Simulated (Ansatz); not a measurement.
## K on Rh(111): change of the work function

How does one ordered layer of K (fcc site) change the work function of Rh(111), and what dipole does each adsorbate carry?

Calculated with Ansatz 0.2.0; plane-wave DFT, PBE, Ansatz PAW.

### Step 1. Set-up

The cell holds 4 atoms: 4 Rh. Its edges and angles: a = 2.687 Å, b = 2.687 Å, c = 24.582 Å, α = 90.0°, β = 90.0°, γ = 60.0°. Vacuum lies along c.

### Step 2. The clean slab

The bare slab comes first, as the zero from which every change is counted. The two lowest layers are held at bulk places and the upper ones relax. The dipole correction removes the false field that a one-sided slab makes across the periodic vacuum, so each face gets a flat vacuum level of its own.

Contents of input.yaml:

```yaml
crystal:
  lattice:
    - [2.6870057685, 0.0, 0.0]
    - [1.3435028843, 2.3270152556, 0.0]
    - [0.0, 0.0, 24.5817930688]
  atoms:
    - { symbol: Rh, position: [0.0, 0.0, 0.3661246344] }
    - { symbol: Rh, position: [0.3333333333, 0.3333333333, 0.4553748781] }
    - { symbol: Rh, position: [0.6666666667, 0.6666666667, 0.5446251219] }
    - { symbol: Rh, position: [0.0, 0.0, 0.6338753656] }
kpoints:
  mp_grid: { grid: [12, 12, 1] }
hamiltonian:
  xc: pbe
scf:
  occupations: { method: fermi_dirac, width: 0.1 }
  convergence: { dr2_threshold: 1.0e-08 }
efield:
  axis: 3
  dipole_correction: true
  ramp_position: 0.97
  ramp_width: 0.06
relax:
  f_tol: 0.02
  max_steps: 60
  constraints: [{ sites: [0, 1] }]
output:
  write_potential: true
  write_density: true
  volumetric_format: npy
```

Launch:

```
$ ansatz run input.yaml --threads 4 --pin off --max-ram 6144MiB --backend cpu --events-out ev --progress --plain --runs-dir out
```

Log:

```text
Engine: ansatz 0.2.0, x86_64-unknown-linux-gnu
Pseudopotentials: kind: paw
Pseudopotential: Rh, paw, valence charge 17, recommended cutoff 420 eV (normal), Rh.paw.azcp
Functional definition: PBE
  parameter kappa = 0.804
  parameter beta = 0.066725
  exchange = pbe_x(kappa = kappa, mu = beta*pi^2/3)
  correlation = pbe_c(beta = beta)
Crystal: 4 atoms, lattice volume = 153.703 Å³
Basis set: ecut = 420 eV, 3065 PW (Γ), exchange–correlation on 36×36×360 points (8 copies of the dense FFT grid, shifted against one another)
Bands: 41, of which v1, the nominal top of the filled ones, is band 34 counted from 1 (33 counted from 0)
Symmetry: 6 space group operations
k-points: 19 of 144 (time reversal used)
Non-local potential: Rh, projectors of the file, l = 0: 3, l = 1: 2, l = 2: 2, l = 3: 1
PAW form: soft (Blöchl's): semilocal exchange-correlation on the pseudo side does not see the compensation charge
PAW one-centre angular grid: Rh, 590 points (default); XC on 64 Gauss nodes
Initial density: superposition of atomic densities (neutral atoms: chi_scale 0, normalization atom), corrected by the library's trained network
Initial wavefunctions: pseudopotential atomic-orbital guess
Functional: x = pbe(κ = 0.804, μ = 0.219515), c = pbe(β = 0.066725)
SCF iter   1: F=—  HF=-25610.048055 eV  |F-HF|=—  |Δ(HF+E_count)|=         —  Δρ=3.00e-3  dr2=7.23e-3  ethr=1.77e-3  p=0.000 e·Å  D=2.32e-13 V/Å  ΔV_dip=-0.00 eV  dr2_dipole=1.99e-7  V_vac-E_F(+/−)=4.98/4.98 eV  ⟨swp⟩=8.3  Hψ=3723  notcnv=0  defer=3
efield: sawtooth ramp at fractional position 0.9700 (set: `efield.ramp_position`, or a place that a band, a saddle search or an elastic batch's reference lends), width 0.0600; the density the first Hamiltonian is built on has a dipole p = 0.000 e·Å; the dipole correction subtracts the counter field D = 2.32e-13 V/Å, which shifts the + side's vacuum level by -0.00 eV against the − side's; the planar-averaged density in the ramp window peaks in size at 3.7e-6 e/Å³
preconditioner: auto → LDOS  [metal: Δε(μ)=0.005 eV  Ē_g=5.586 eV  σ=0.100 eV  W_gap=0.01  n_scr=18 (ndim 8)  ℏωp=18.0 eV  f_vac=0.588  D(μ)=6.30/eV (n_scr^D=38)  β→1.0]
SCF iter   2: F=—  HF=-25610.050247 eV  |F-HF|=—  |Δ(HF+E_count)|=   2.19e-3  Δρ=1.42e-3  dr2=2.83e-3  ethr=1.06e-5  p=0.000 e·Å  D=2.16e-5 V/Å  ΔV_dip=-0.00 eV  dr2_dipole=2.85e-7  V_vac-E_F(+/−)=5.18/5.18 eV  ⟨swp⟩=3.2  Hψ=1977  notcnv=0  defer=5
SCF iter   3: F=—  HF=-25610.049786 eV  |F-HF|=—  |Δ(HF+E_count)|=   4.61e-4  Δρ=6.39e-4  dr2=1.01e-3  ethr=4.16e-6  p=0.000 e·Å  D=7.89e-6 V/Å  ΔV_dip=-0.00 eV  dr2_dipole=2.54e-8  V_vac-E_F(+/−)=5.16/5.16 eV  ⟨swp⟩=3.1  Hψ=1661  notcnv=0  defer=5
SCF iter   4: F=—  HF=-25610.049605 eV  |F-HF|=—  |Δ(HF+E_count)|=   1.82e-4  Δρ=2.42e-4  dr2=8.22e-5  ethr=1.49e-6  p=0.000 e·Å  D=4.70e-6 V/Å  ΔV_dip=-0.00 eV  dr2_dipole=6.12e-10  V_vac-E_F(+/−)=5.17/5.17 eV  ⟨swp⟩=2.0  Hψ=1119  notcnv=0  defer=5
SCF iter   5: F=—  HF=-25610.049588 eV  |F-HF|=—  |Δ(HF+E_count)|=   1.72e-5  Δρ=6.96e-5  dr2=8.04e-6  ethr=1.21e-7  p=0.000 e·Å  D=3.22e-6 V/Å  ΔV_dip=-0.00 eV  dr2_dipole=2.91e-10  V_vac-E_F(+/−)=5.17/5.17 eV  ⟨swp⟩=2.6  Hψ=1459  notcnv=0  defer=5
SCF iter   6: F=—  HF=-25610.049590 eV  |F-HF|=—  |Δ(HF+E_count)|=   2.33e-6  Δρ=1.34e-5  dr2=5.19e-7  ethr=1.18e-8  p=0.000 e·Å  D=1.21e-6 V/Å  ΔV_dip=-0.00 eV  dr2_dipole=1.81e-11  V_vac-E_F(+/−)=5.17/5.17 eV  ⟨swp⟩=2.1  Hψ=1256  notcnv=0  defer=5
SCF iter   7: F=—  HF=-25610.049590 eV  |F-HF|=—  |Δ(HF+E_count)|=   2.80e-7  Δρ=5.15e-6  dr2=1.24e-7  ethr=7.63e-10  p=0.000 e·Å  D=5.79e-7 V/Å  ΔV_dip=-0.00 eV  dr2_dipole=1.42e-12  V_vac-E_F(+/−)=5.17/5.17 eV  ⟨swp⟩=3.3  Hψ=1700  notcnv=0  defer=5
SCF iter   8: F=—  HF=-25610.049590 eV  |F-HF|=—  |Δ(HF+E_count)|=   5.14e-8  Δρ=1.83e-6  dr2=1.42e-8  ethr=1.82e-10  p=0.000 e·Å  D=2.15e-7 V/Å  ΔV_dip=-0.00 eV  dr2_dipole=3.50e-12  V_vac-E_F(+/−)=5.17/5.17 eV  ⟨swp⟩=2.1  Hψ=974  notcnv=0  defer=5
SCF iter   9: F=-25610.049590 eV  HF=-25610.049590 eV  |F-HF|=2.97e-9  |Δ(HF+E_count)|=   5.37e-9  Δρ=5.58e-7  dr2=7.87e-10  ethr=1.47e-11  p=0.000 e·Å  D=8.29e-8 V/Å  ΔV_dip=-0.00 eV  dr2_dipole=5.64e-13  V_vac-E_F(+/−)=5.17/5.17 eV  ⟨swp⟩=9.8  Hψ=5471  notcnv=0
SCF 1 converged in 9 iterations: F = -25610.049590 eV  dr2 = 7.87e-10
  greatest PAW one-centre occupation: 1.000 electrons in one spin orbital (limit 2), on the Rh atom at site 2 (counted from 0), in its partial waves of l = 0
relax step   1: F+E_penalty+E_count = -25610.04959025 eV  Δ(F+E_penalty+E_count) = +0.000e0 eV  max|allowed force component| = 3.499e-2 eV/Å  Δτ_max = 0.0000 Å  (9 SCF iters, accepted)
Initial density: handed on by an earlier stage of this run
Initial wavefunctions: those handed on with the density
iter 1 solved again at ethr=2.02e-5 eV; its pass at ethr=3.10e-3 eV (dr2=1.37e-2 eV) is discarded
SCF iter   1: F=—  HF=-25610.049961 eV  |F-HF|=—  |Δ(HF+E_count)|=         —  Δρ=1.41e-3  dr2=1.32e-2  ethr=2.02e-5  p=-0.000 e·Å  D=-2.02e-8 V/Å  ΔV_dip=0.00 eV  dr2_dipole=4.55e-3  V_vac-E_F(+/−)=5.17/5.17 eV  ⟨swp⟩=1.3  Hψ=2099  notcnv=0  defer=5
efield: sawtooth ramp at fractional position 0.9700 (set: `efield.ramp_position`, or a place that a band, a saddle search or an elastic batch's reference lends), width 0.0600; the density the first Hamiltonian is built on has a dipole p = -0.000 e·Å; the dipole correction subtracts the counter field D = -2.02e-8 V/Å, which shifts the + side's vacuum level by +0.00 eV against the − side's; the planar-averaged density in the ramp window peaks in size at 1.1e-6 e/Å³
preconditioner: auto → LDOS  [metal: Δε(μ)=0.011 eV  Ē_g=5.583 eV  σ=0.100 eV  W_gap=0.03  n_scr=18 (ndim 8)  ℏωp=18.0 eV  f_vac=0.589  D(μ)=6.28/eV (n_scr^D=38)  β→1.0]
SCF iter   2: F=—  HF=-25610.049815 eV  |F-HF|=—  |Δ(HF+E_count)|=   1.46e-4  Δρ=5.73e-4  dr2=4.48e-4  ethr=1.95e-5  p=-0.000 e·Å  D=-7.30e-5 V/Å  ΔV_dip=0.00 eV  dr2_dipole=6.03e-5  V_vac-E_F(+/−)=5.17/5.17 eV  ⟨swp⟩=1.3  Hψ=785  notcnv=0  defer=5
SCF iter   3: F=—  HF=-25610.049726 eV  |F-HF|=—  |Δ(HF+E_count)|=   8.93e-5  Δρ=3.44e-4  dr2=2.78e-4  ethr=6.58e-7  p=0.000 e·Å  D=3.36e-4 V/Å  ΔV_dip=-0.01 eV  dr2_dipole=5.68e-5  V_vac-E_F(+/−)=5.16/5.17 eV  ⟨swp⟩=3.8  Hψ=1937  notcnv=0  defer=5
SCF iter   4: F=—  HF=-25610.049683 eV  |F-HF|=—  |Δ(HF+E_count)|=   4.21e-5  Δρ=4.06e-5  dr2=4.96e-6  ethr=4.09e-7  p=0.000 e·Å  D=1.14e-4 V/Å  ΔV_dip=-0.00 eV  dr2_dipole=1.05e-8  V_vac-E_F(+/−)=5.17/5.17 eV  ⟨swp⟩=2.0  Hψ=1120  notcnv=0  defer=5
SCF iter   5: F=—  HF=-25610.049673 eV  |F-HF|=—  |Δ(HF+E_count)|=   1.00e-5  Δρ=1.60e-5  dr2=7.23e-7  ethr=7.30e-9  p=0.000 e·Å  D=1.16e-4 V/Å  ΔV_dip=-0.00 eV  dr2_dipole=1.36e-8  V_vac-E_F(+/−)=5.17/5.17 eV  ⟨swp⟩=3.6  Hψ=1778  notcnv=0  defer=5
SCF iter   6: F=—  HF=-25610.049674 eV  |F-HF|=—  |Δ(HF+E_count)|=   4.90e-7  Δρ=5.88e-6  dr2=1.11e-7  ethr=1.06e-9  p=0.000 e·Å  D=1.19e-4 V/Å  ΔV_dip=-0.00 eV  dr2_dipole=8.83e-9  V_vac-E_F(+/−)=5.17/5.17 eV  ⟨swp⟩=2.1  Hψ=1045  notcnv=0  defer=5
SCF iter   7: F=-25610.049674 eV  HF=-25610.049674 eV  |F-HF|=3.73e-8  |Δ(HF+E_count)|=   1.27e-7  Δρ=1.68e-6  dr2=5.89e-9  ethr=1.47e-11  p=0.000 e·Å  D=1.18e-4 V/Å  ΔV_dip=-0.00 eV  dr2_dipole=1.45e-11  V_vac-E_F(+/−)=5.17/5.17 eV  ⟨swp⟩=8.8  Hψ=6147  notcnv=0
SCF 2 converged in 7 iterations: F = -25610.049674 eV  dr2 = 5.89e-9
relax step   2: F+E_penalty+E_count = -25610.04967410 eV  Δ(F+E_penalty+E_count) = -8.384e-5 eV  max|allowed force component| = 2.244e-2 eV/Å  Δτ_max = 0.0127 Å  (7 SCF iters, accepted)
SCF iter   1: F=—  HF=-25610.049752 eV  |F-HF|=—  |Δ(HF+E_count)|=         —  Δρ=5.17e-4  dr2=1.81e-3  ethr=2.64e-5  p=0.000 e·Å  D=1.18e-4 V/Å  ΔV_dip=-0.00 eV  dr2_dipole=6.21e-4  V_vac-E_F(+/−)=5.17/5.17 eV  ⟨swp⟩=2.1  Hψ=1239  notcnv=0  defer=5
efield: sawtooth ramp at fractional position 0.9700 (set: `efield.ramp_position`, or a place that a band, a saddle search or an elastic batch's reference lends), width 0.0600; the density the first Hamiltonian is built on has a dipole p = 0.000 e·Å; the dipole correction subtracts the counter field D = 1.18e-4 V/Å, which shifts the + side's vacuum level by -0.00 eV against the − side's; the planar-averaged density in the ramp window peaks in size at 9.0e-7 e/Å³
preconditioner: auto → LDOS  [metal: Δε(μ)=0.011 eV  Ē_g=5.578 eV  σ=0.100 eV  W_gap=0.03  n_scr=18 (ndim 8)  ℏωp=18.0 eV  f_vac=0.589  D(μ)=6.28/eV (n_scr^D=38)  β→1.0]
SCF iter   2: F=—  HF=-25610.049735 eV  |F-HF|=—  |Δ(HF+E_count)|=   1.72e-5  Δρ=1.96e-4  dr2=5.12e-5  ethr=2.66e-6  p=0.000 e·Å  D=1.57e-4 V/Å  ΔV_dip=-0.00 eV  dr2_dipole=7.86e-6  V_vac-E_F(+/−)=5.17/5.17 eV  ⟨swp⟩=1.2  Hψ=936  notcnv=0  defer=5
SCF iter   3: F=—  HF=-25610.049720 eV  |F-HF|=—  |Δ(HF+E_count)|=   1.54e-5  Δρ=1.13e-4  dr2=3.33e-5  ethr=7.52e-8  p=0.000 e·Å  D=2.75e-6 V/Å  ΔV_dip=-0.00 eV  dr2_dipole=7.50e-6  V_vac-E_F(+/−)=5.17/5.17 eV  ⟨swp⟩=3.4  Hψ=1734  notcnv=0  defer=5
SCF iter   4: F=—  HF=-25610.049714 eV  |F-HF|=—  |Δ(HF+E_count)|=   5.99e-6  Δρ=1.39e-5  dr2=6.44e-7  ethr=4.89e-8  p=0.000 e·Å  D=7.60e-5 V/Å  ΔV_dip=-0.00 eV  dr2_dipole=1.25e-8  V_vac-E_F(+/−)=5.17/5.17 eV  ⟨swp⟩=2.0  Hψ=1111  notcnv=0  defer=5
SCF iter   5: F=—  HF=-25610.049722 eV  |F-HF|=—  |Δ(HF+E_count)|=   7.88e-6  Δρ=5.63e-6  dr2=9.32e-8  ethr=9.48e-10  p=0.000 e·Å  D=7.48e-5 V/Å  ΔV_dip=-0.00 eV  dr2_dipole=3.86e-9  V_vac-E_F(+/−)=5.17/5.17 eV  ⟨swp⟩=3.6  Hψ=1647  notcnv=0  defer=5
SCF iter   6: F=—  HF=-25610.049722 eV  |F-HF|=—  |Δ(HF+E_count)|=   1.30e-7  Δρ=1.95e-6  dr2=1.18e-8  ethr=1.37e-10  p=0.000 e·Å  D=7.30e-5 V/Å  ΔV_dip=-0.00 eV  dr2_dipole=7.76e-10  V_vac-E_F(+/−)=5.17/5.17 eV  ⟨swp⟩=2.2  Hψ=1084  notcnv=0  defer=5
SCF iter   7: F=-25610.049722 eV  HF=-25610.049722 eV  |F-HF|=9.61e-9  |Δ(HF+E_count)|=   1.96e-8  Δρ=6.12e-7  dr2=1.00e-9  ethr=1.47e-11  p=0.000 e·Å  D=7.30e-5 V/Å  ΔV_dip=-0.00 eV  dr2_dipole=4.94e-13  V_vac-E_F(+/−)=5.17/5.17 eV  ⟨swp⟩=9.8  Hψ=5442  notcnv=0
SCF 3 converged in 7 iterations: F = -25610.049722 eV  dr2 = 1.00e-9
relax step   3: F+E_penalty+E_count = -25610.04972167 eV  Δ(F+E_penalty+E_count) = -4.757e-5 eV  max|allowed force component| = 3.972e-4 eV/Å  Δτ_max = 0.0047 Å  (7 SCF iters, accepted)
NSCF: frozen V_eff on 19 k-points
the band table was solved once a step of the walk had ended and its energy, with any forces and stress, was formed, with the checks that follow a solve (3905 applications of the Hamiltonian). They found nothing against the state; the energy, forces and stress were not computed again (output.eigenvalues in the input reference)
WARN: The output density's exchange-correlation potential varies sharply where the density is thin. Do not read a vacuum level from v_tot or v_xc, or from such a field of the output density. On a cell that repeats whose density bears no net charge and no dipole along the vacuum's axis use v_es (v_loc + v_h of the components); under efield.dipole_correction with no amplitude use v_es + v_field, which holds any externa [...]
SCF converged after 7 iterations
Free energy (F): -25610.049722 eV
Harris-Foulkes:  -25610.049722 eV  (|F-HF|=9.61e-9)
Internal energy: -25609.837670 eV  (E = F + TS)
E sigma→0 (E₀):  -25609.943696 eV
Entropy (-TS):   -0.212052 eV (-53.013 meV/atom)
Fermi energy:    4.706112 eV
Dipole field:    D = 0.000072 V/Å  (p = 0.000061 e·Å, saw-weighted, corrected)
Work function:   Φ+ = 5.1674 eV   Φ− = 5.1692 eV
Levels:          The Fermi level and band energies are counted from a zero that moves with the ramp; work functions are not
--- Per-component energies (eV) ---
  E_band       = -1526.571699
  E_kinetic    = 2290.090188
  E_local      = -122491.004430  (includes V_loc(G=0)·N_el)
  E_nonlocal   = 1421.302649
  E_hartree    = 59724.728139
  E_xc         = -884.908046
  E_vxc        = -1110.509522  (∫ρ·V_xc dr)
  E_paw        = -14348.611590  (= ΣΔE_a)
  E_vpaw       = -1085.912724  (= ΣTr[D̂ρ^β])
  E_aug_tail   = 0.003404  (compensation charges beyond the density's cutoff)
  E_efield     = 0.000000  (sawtooth field / dipole correction)
  E_vefield    = 0.000014  (∫n·V_field dr)
  E_ewald      = 48678.562015
  E_smearing   = -0.212052  (= −TS)
  E_closure    = 0.000000  (closes the sum)
  Σ components = -25610.049722   (vs F -25610.049722, Δ=0.00e0)
--- Forces (eV/Å), atoms counted from 1 ---
  atom   1  Rh    -0.00000000     0.00000000     0.03097931
  atom   2  Rh     0.00000000    -0.00000000    -0.03084746
  atom   3  Rh    -0.00000000     0.00000000    -0.00039719
  atom   4  Rh     0.00000000    -0.00000000     0.00027316
  max |Σ_I F_I| component: 7.81e-6 eV/Å
--- Band table (eV; the first three rows and the last of 19) ---
  k-point 0: bands = [... 30 lower, 2.7526, 3.6994, 3.6994, 3.9980, 3.9980, 4.7099, 4.7099, 4.8205, ... 3 higher]
  k-point 1: bands = [... 30 lower, 2.5536, 3.5756, 3.5774, 3.8488, 4.0260, 4.1381, 4.5315, 4.7073, ... 3 higher]
  k-point 2: bands = [... 30 lower, 2.9651, 3.0842, 3.3252, 3.5013, 3.8110, 4.0323, 4.6964, 5.0882, ... 3 higher]
  k-point 18: bands = [... 30 lower, 3.6443, 3.6486, 4.5244, 4.8653, 4.9521, 4.9529, 11.6585, 11.8523, ... 3 higher]
--- Relaxed structure (3 steps of the walk, 3 accepted, 0 SCFs on fresh bases) ---
  F+E_penalty+E_count = -25610.04972167 eV   max|allowed force component| = 3.972e-4 eV/Å
  atoms:
    - { symbol: Rh, position: [0.0, 0.0, 0.3661246344] }
    - { symbol: Rh, position: [0.333333, 0.333333, 0.455375] }
    - { symbol: Rh, position: [0.666667, 0.666667, 0.544472] }
    - { symbol: Rh, position: [0, 0, 0.633551] }
```

The job ended after 4.3 s (4 threads of Intel Xeon 6975P-C (Granite Rapids), shared host; peak memory 0.54 GiB; 16 s of CPU time).

Step by step:

```
step  energy less that of the first step (eV)  largest force component (eV/Å)
   1                                   0.0000                          0.0350
   2                                  -0.0001                          0.0224
   3                                  -0.0001                          0.0004
```

Forces are held to the 6 operations that the program found; a distortion that breaks them can't arise in this run.

This step gave:

```yaml
energy_at_zero_smearing: -25609.9437 eV
work_function_upper_face: 5.167 eV
dipole_along_the_normal: 6.11e-5 e·Å
```

Running mean over 2.194 Å of the planar mean; the ramp of the sawtooth is left out. Table of electron's electrostatic potential energy less the Fermi level by z:

z (Å), electron's electrostatic potential energy less the Fermi level (eV) and a bar from the least value:
```
        4        5.2 ##############################
        5        5.2 ##############################
        6        5.1 ##############################
        7        4.2 ############################
        8       -5.6 #############
        9      -12.7 #
       10      -13.1 
       11      -13.2 
       12      -13.3 
       13      -13.3 
       14      -13.2 
       15      -13.0 
       16      -11.5 ###
       17        0.1 ######################
       18        4.8 #############################
       19        5.1 ##############################
       20        5.2 ##############################
       21        5.2 ##############################
```

The relaxation took 3 steps and lowered the energy by 1.3e-4 eV; the largest force on the free atoms ends at 4.0e-4 eV/Å.

The work function of the upper face is 5.17 eV.

(Continued in part 2 of 2.)

[Long decimals in the printed logs are rounded to 6 places.]

[Logs are printed without paths, hosts, clocks, repeated set-up lines and the standing remarks that a program may print on its own settings, such as how far it seeks lower states.]

[Hosts, paths, dates, database ids (printed as entryN), source tags and the programs' standing remarks are cut or masked in the printed files.]

[Maps of the electrostatic potential energy from Ansatz leave out the sawtooth potential of an applied field or a dipole correction, so their vacuum need not be flat; planar profiles and work functions include it.]
